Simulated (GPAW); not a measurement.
# Ti2NOS MXene monolayer: work function by functional and basis

Aim: the work function of both faces of Ti2NOS MXene monolayer, and its spread over functionals and bases.

Program: GPAW 26.7.0. Level of theory: GPAW, PAW setups; layer in a repeated cell with vacuum, relaxation of atoms and in-plane cell, in the first sound run; inputs show where later runs differ. Results are calculated unless marked as measured.

Report form: the programs' logs are mostly left out.

## Step 1: Starting point

The cell holds 5 atoms: 1 S, 2 Ti, 1 N and 1 O. Its edges and angles: a = 3.029 Å, b = 3.029 Å, c = 23.326 Å, α = 90.0°, β = 90.0°, γ = 120.0°. Vacuum lies along c.

## Step 2: Relaxation

Forces are removed first; all later runs use this geometry.

Input file run.py:

```python
import json
import numpy as np
from ase import Atoms
from ase.filters import FrechetCellFilter
from ase.optimize import BFGS
from gpaw import GPAW, PW

slab = Atoms(
    ['S', 'Ti', 'N', 'Ti', 'O'],
    positions=[
        [-0.00000, 1.74864, 9.00000],
        [1.51437, 0.87432, 10.77267],
        [0.00000, 0.00000, 11.96773],
        [-0.00000, 1.74864, 13.16279],
        [1.51437, 0.87432, 14.32565]],
    cell=[[3.02874, 0.0, 0.0], [-1.51437, 2.62297, 0.0], [0.0, 0.0, 23.3256]],
    pbc=[True, True, True])

slab.calc = GPAW(mode=PW(600), xc='PBE', kpts={'size': (12, 12, 1), 'gamma': True},
                 occupations={'name': 'fermi-dirac', 'width': 0.05}, nbands='160%',
                 convergence={'density': 1e-05}, maxiter=200,
                 symmetry={'tolerance': 1e-3}, txt='slab.txt')
result = {}
# The in-plane cell is free; stress needs a cell that repeats along all three vectors
path = []
opt = BFGS(FrechetCellFilter(slab, mask=[1, 1, 0, 0, 0, 1]), maxstep=0.2)
opt.attach(lambda: path.append((slab.get_potential_energy(), slab.positions.tolist(), slab.get_forces().tolist())))
result['relaxed'] = bool(opt.run(fmax=0.02, steps=45))
result['path'] = path
result['cell'] = slab.cell.tolist()
print('in-plane lattice', slab.cell.cellpar().round(4)[[0, 1, 5]])
energy = slab.get_potential_energy()
fermi = slab.calc.get_fermi_level()
v = slab.calc.get_electrostatic_potential().mean((0, 1)) - fermi
n = slab.calc.get_pseudo_density().mean((0, 1))
L = slab.cell[2, 2]
z = np.arange(len(v)) * L / len(v)
low, high = slab.positions[:, 2].min(), slab.positions[:, 2].max()
below, above = np.interp([low - 6.8, high + 6.8], z, v)
slopes = [np.interp(x, z, np.gradient(v, z)) for x in (low - 6.8, high + 6.8)]
eps = np.array([[slab.calc.get_eigenvalues(k, s) for k in range(len(slab.calc.get_ibz_k_points()))]
                for s in range(slab.calc.get_number_of_spins())]) - fermi
top, bottom = eps[eps < 0].max(), eps[eps > 0].min()
dipole = slab.get_dipole_moment()[2]
print(f'energy {energy:.4f} eV, Fermi level {fermi:.4f} eV, dipole {dipole:.5f} e A')
print(f'potential 6.8 A off the faces, from the Fermi level: lower {below:.4f} eV, upper {above:.4f} eV')
print(f'slope of the potential there: lower {slopes[0]:.5f}, upper {slopes[1]:.5f} eV/A')
print(f'nearest levels on the mesh: {top:.4f} and {bottom:.4f} eV')
print('magnetic moment', round(slab.get_magnetic_moment(), 3))
result.update(energy=energy, fermi=fermi, dipole=dipole, below=below, above=above, slopes=slopes, edges=[top, bottom],
              z=z.tolist(), v=v.tolist(), n=n.tolist(), positions=slab.positions.tolist(),
              forces=slab.get_forces(apply_constraint=False).tolist(), moments=slab.get_magnetic_moments().tolist())
json.dump(result, open('result.json', 'w'))
```

The run is started by

```console
OMP_NUM_THREADS=1 OPENBLAS_NUM_THREADS=1 python run.py
```

Wall time 23 min (1 thread of Arm Neoverse V1, shared host); peak memory 0.54 GiB.

This run has no spin polarisation, although Ti can carry a moment.

This step gave:

| Item | Value |
| --- | --- |
| dipole along the normal | -0.005210 e·Å |
| levels nearest the Fermi level on the mesh | -0.02975, 0.1060 eV from the Fermi level |

The electrostatic potential energy of an electron (without an applied field's), less the Fermi level, planar mean oscillates, so the rows of the table below give means over windows of 0.5 Å about each position, cut where the curve ends. Its maxima inside the range that stand out by 2 % of the span (Å: eV): 9.93: -4.91, 11.49: -6.95, 12.44: -6.67, 13.82: -11.6. Its minima: 9.16: -20.5, 10.71: -18.7, 11.92: -13.4, 13.22: -19.3, 14.08: -13.0.

The electrostatic potential energy of an electron (without an applied field's), less the Fermi level, planar mean by z; means over each step:

```
z (Å)  electrostatic potential energy of an electron (without an applied field's), less the Fermi level, planar mean (eV)
  0.0                                                                                                                5.63
  0.5                                                                                                                5.63
  1.0                                                                                                                5.63
  1.5                                                                                                                5.62
  2.0                                                                                                                5.62
  2.5                                                                                                                5.62
  3.0                                                                                                                5.62
  3.5                                                                                                                5.61
  4.0                                                                                                                5.61
  4.5                                                                                                                5.61
  5.0                                                                                                                5.61
  5.5                                                                                                                5.60
  6.0                                                                                                                5.60
  6.5                                                                                                                5.58
  7.0                                                                                                                5.53
  7.5                                                                                                                5.28
  8.0                                                                                                                4.04
  8.5                                                                                                               -1.70
  9.0                                                                                                               -16.2
  9.5                                                                                                               -12.2
 10.0                                                                                                               -6.07
 10.5                                                                                                               -14.9
 11.0                                                                                                               -14.9
 11.5                                                                                                               -8.02
 12.0                                                                                                               -11.7
 12.5                                                                                                               -7.87
 13.0                                                                                                               -16.1
 13.5                                                                                                               -15.7
 14.0                                                                                                               -12.1
 14.5                                                                                                               -2.60
 15.0                                                                                                                4.29
 15.5                                                                                                                5.44
 16.0                                                                                                                5.63
 16.5                                                                                                                5.66
 17.0                                                                                                                5.66
 17.5                                                                                                                5.66
 18.0                                                                                                                5.66
 18.5                                                                                                                5.65
 19.0                                                                                                                5.65
 19.5                                                                                                                5.65
 20.0                                                                                                                5.65
 20.5                                                                                                                5.64
 21.0                                                                                                                5.64
 21.5                                                                                                                5.64
 22.0                                                                                                                5.64
 22.5                                                                                                                5.64
 23.0                                                                                                                5.63
```

The pseudo valence density, planar mean oscillates, so the rows of the table below give means over windows of 0.5 Å about each position, cut where the curve ends. Its maxima inside the range that stand out by 2 % of the span (Å: e/Å³): 9.50: 0.526, 10.71: 1.51, 11.92: 0.723, 13.30: 1.52, 14.00: 0.968. Its minima: 9.85: 0.456, 11.40: 0.595, 12.44: 0.560, 13.82: 0.932.

Table of pseudo valence density, planar mean by z; means over each step:

```
z (Å)  pseudo valence density, planar mean (e/Å³)
  6.0                                      1.5e-4
  6.5                                      7.2e-4
  7.0                                     0.00355
  7.5                                      0.0183
  8.0                                      0.0894
  8.5                                       0.299
  9.0                                       0.436
  9.5                                       0.496
 10.0                                       0.518
 10.5                                        1.13
 11.0                                        1.15
 11.5                                       0.640
 12.0                                       0.701
 12.5                                       0.621
 13.0                                        1.21
 13.5                                        1.23
 14.0                                       0.944
 14.5                                       0.552
 15.0                                       0.114
 15.5                                      0.0170
 16.0                                     0.00269
 16.5                                      4.5e-4
 17.0                                      7.9e-5
```

The relaxation lowered the energy of the cell by 0.572 eV (energies extrapolated to zero smearing; the optimiser's log prints free energies). The largest force left on a free atom is 0.020 eV/Å.

## Step 3: Plane waves, PBE

The work function is the vacuum plateau of the electrostatic potential less the Fermi level; a dipole layer lets the two faces have plateaus of their own.

This step: GPAW, PAW setups; slab in vacuum (GPAW 26.7.0).

The cell differs from the one that the last finished run ended in (c 23.326 → 22.982 Å).

Changes to run.py since step 2:

```diff
@@ -3,4 +3,2 @@
 from ase import Atoms
-from ase.filters import FrechetCellFilter
-from ase.optimize import BFGS
 from gpaw import GPAW, PW
@@ -10,23 +8,16 @@
     positions=[
-        [-0.00000, 1.74864, 9.00000],
-        [1.51437, 0.87432, 10.77267],
-        [0.00000, 0.00000, 11.96773],
-        [-0.00000, 1.74864, 13.16279],
-        [1.51437, 0.87432, 14.32565]],
-    cell=[[3.02874, 0.0, 0.0], [-1.51437, 2.62297, 0.0], [0.0, 0.0, 23.3256]],
-    pbc=[True, True, True])
+        [0.00000, 1.76154, 9.00000],
+        [1.52554, 0.88077, 10.59020],
+        [0.00000, 0.00000, 11.80525],
+        [0.00000, 1.76154, 13.05813],
+        [1.52554, 0.88077, 13.98159]],
+    cell=[[3.05109, -0.0, 0.0], [-1.52554, 2.64232, 0.0], [0.0, 0.0, 22.9816]],
+    pbc=[True, True, False])
 
-slab.calc = GPAW(mode=PW(600), xc='PBE', kpts={'size': (12, 12, 1), 'gamma': True},
+slab.calc = GPAW(mode=PW(500), xc='PBE', kpts={'size': (12, 12, 1), 'gamma': True},
                  occupations={'name': 'fermi-dirac', 'width': 0.05}, nbands='160%',
                  convergence={'density': 1e-05}, maxiter=200,
+                 poissonsolver={'dipolelayer': 'xy'},
                  symmetry={'tolerance': 1e-3}, txt='slab.txt')
 result = {}
-# The in-plane cell is free; stress needs a cell that repeats along all three vectors
-path = []
-opt = BFGS(FrechetCellFilter(slab, mask=[1, 1, 0, 0, 0, 1]), maxstep=0.2)
-opt.attach(lambda: path.append((slab.get_potential_energy(), slab.positions.tolist(), slab.get_forces().tolist())))
-result['relaxed'] = bool(opt.run(fmax=0.02, steps=45))
-result['path'] = path
-result['cell'] = slab.cell.tolist()
-print('in-plane lattice', slab.cell.cellpar().round(4)[[0, 1, 5]])
 energy = slab.get_potential_energy()
```

The job ended after 75 s (1 thread; peak memory 0.26 GiB).

Numbers from this step:

```
dipole along the normal                    : -0.003738 e·Å
levels nearest the Fermi level on the mesh : -0.03023, 0.1082 eV from the Fermi level
upper work function                        : 5.673 eV
lower work function                        : 5.596 eV
```

The electrostatic potential energy of an electron (without an applied field's), less the Fermi level, planar mean oscillates, so the rows of the table below give means over windows of 1 Å about each position, cut where the curve ends. Its maxima inside the range that stand out by 2 % of the span (Å: eV): 9.8: -4.90, 11.3: -7.04, 12.3: -6.72, 13.7: -11.7. Its minima: 9.0: -20.5, 10.6: -18.7, 11.8: -13.6, 13.0: -19.2, 13.9: -13.0.

Electrostatic potential energy of an electron (without an applied field's), less the Fermi level, planar mean against z; means over each step:

```
z (Å)  electrostatic potential energy of an electron (without an applied field's), less the Fermi level, planar mean (eV)
    0                                                                                                                5.61
    1                                                                                                                5.60
    2                                                                                                                5.60
    3                                                                                                                5.60
    4                                                                                                                5.59
    5                                                                                                                5.59
    6                                                                                                                5.59
    7                                                                                                                5.45
    8                                                                                                                2.25
    9                                                                                                               -14.1
   10                                                                                                               -9.38
   11                                                                                                               -12.4
   12                                                                                                               -9.77
   13                                                                                                               -15.6
   14                                                                                                               -8.70
   15                                                                                                                4.52
   16                                                                                                                5.64
   17                                                                                                                5.67
   18                                                                                                                5.67
   19                                                                                                                5.67
   20                                                                                                                5.67
   21                                                                                                                5.67
   22                                                                                                                5.67
```

The pseudo valence density, planar mean oscillates, so the rows of the table below give means over windows of 1 Å about each position, cut where the curve ends. Its maxima inside the range that stand out by 2 % of the span (Å: e/Å³): 9.4: 0.524, 10.5: 1.49, 11.9: 0.717, 13.0: 1.53. Its minima: 9.8: 0.450, 11.3: 0.587, 12.3: 0.570.

The pseudo valence density, planar mean by z; means over each step:

```
z (Å)  pseudo valence density, planar mean (e/Å³)
    5                                      1.5e-5
    6                                      3.2e-4
    7                                     0.00823
    8                                       0.160
    9                                       0.457
   10                                       0.737
   11                                       0.968
   12                                       0.658
   13                                        1.19
   14                                       0.814
   15                                      0.0939
   16                                     0.00221
   17                                      6.8e-5
```

Force by atom:

```
atom  x (eV/Å)  y (eV/Å)  z (eV/Å)    size
  S1    0.0000    0.0000   -0.0175  0.0175
 Ti2    0.0000    0.0000    0.0012  0.0012
  N3    0.0000    0.0000    0.0769  0.0769
 Ti4    0.0000    0.0000   -0.0331  0.0331
  O5    0.0000    0.0000    0.0133  0.0133
```

The potential is flat to 9.2e-4 eV/Å where it is read, so the vacuum is wide enough.

(Part 1 of 3 ends here.)

[Logs are printed without paths, hosts, clocks, repeated set-up lines and the standing remarks that a program may print on its own settings, such as how far it seeks lower states.]

[Hosts, paths, dates, database ids (printed as entryN), source tags and the programs' standing remarks are cut or masked in the printed files.]
